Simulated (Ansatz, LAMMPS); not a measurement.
# Static equation of state of amorphous poly(ether ketone) (as short chains C41O6H30), from a frame at 400 K, (154 atoms)

Density of this cell: 1.24 g/cm³. The cell holds 154 atoms: 82 C, 12 O and 60 H. Cell: a = 12.005 Å, b = 12.498 Å, c = 11.010 Å, α = 89.3°, β = 89.6°, γ = 88.1°. The starting structure: 2 poly(ether ketone) chains of 3 units with methyl end groups placed at random, at 1.15 g/cm³; overlaps pushed apart, then 20 ps at 800 K with MMFF94 bonds, angles, torsions, charges and radii (Halgren, J. Comput. Chem. 17, 490 (1996)) in harmonic and 12-6 forms. Snapshot after 30 ps at 400 K and fixed volume.

Calculated with Ansatz 0.2.0: Kohn-Sham DFT, PBE+D4, PAW (set soft_2), plane waves; cutoff 420 eV, Γ point, fermi-dirac smearing of 0.025 eV. Cell and atoms were relaxed first, to V0 = 10.720 Å³ an atom at a residual P0 = -0.001 GPa. The cell was then scaled evenly, and the atoms were relaxed at each volume.

| volume (Å³/atom) | pressure (GPa) |
| --- | --- |
| 9.6482 | 1.024 |
| 10.077 | ? |
| 10.399 | 0.1301 |
| 11.042 | -0.1529 |
| 11.363 | -0.2430 |

**Question.** Fit the third-order Birch–Murnaghan equation to the rows given and interpolate to the withheld row.

**Working.**

Take the Eulerian strain f = ½[(V0/V)^(2/3) − 1] and the normalised pressure F = (P − P0) / [3f(1 + 2f)^(5/2)]. The third-order Birch–Murnaghan equation is then the line F = B0 + (3/2)B0(B′ − 4) f, so u = f and v = F.

```
      u = f  v = F (GPa)
  0.0363829      7.88251
  0.0102570      4.06277
-0.00975617      5.43800
 -0.0190505      4.65739
```

With n = 4: mean u = 0.00445829, mean v = 5.51017, Σ(u − ū)² = 0.0018075, Σ(u − ū)(v − v̄) = 0.088417. Slope b = 0.088417 / 0.0018075 = 48.916; intercept a = v̄ − b ū = 5.2921.

So B0 = a = 5.29 GPa and B′ = 4 + 2b/(3a) = 10.2. At the withheld volume f = 0.02106, F = a + b f = 6.322 GPa, and P = P0 + 3f(1 + 2f)^(5/2) F.

Prediction at 10.077: 0.4413 GPa. The run gave 0.4572 GPa, so the fit is low by 0.016 GPa (3.5 % of the value).

The series isn't one smooth equation of state: even a line fitted to all rows, the withheld one included, misses F by up to 43.8 % and an atom moves over 0.5 Å in some relaxation. B0 and B′ are then only the numbers of this fit, not moduli of the material. Among the rows given, the largest miss of the fit is at 9.6482, by 0.11 GPa (8.3 % of the range of the table).

Limits: Static cells at zero temperature; the cell shape is held. The program notes that the SCF threshold of these relaxations is loose for the stress. The network of contacts between molecules at the start is that of the classical potential that made the cell, and needn't be the one that DFT or experiment would give. Only the Γ point is sampled, in a cell whose shortest periodic width is 11 Å.

[Logs are printed without paths, hosts, clocks, repeated set-up lines and the standing remarks that a program may print on its own settings, such as how far it seeks lower states.]

[Hosts, paths, dates, database ids (printed as entryN), source tags and the programs' standing remarks are cut or masked in the printed files.]

[The MMFF94 radii named for the starting cell were scaled by 0.96; in molecules described by MMFF94, hydrogen bound to N, O or S took a small fixed 12-6 site in their place.]
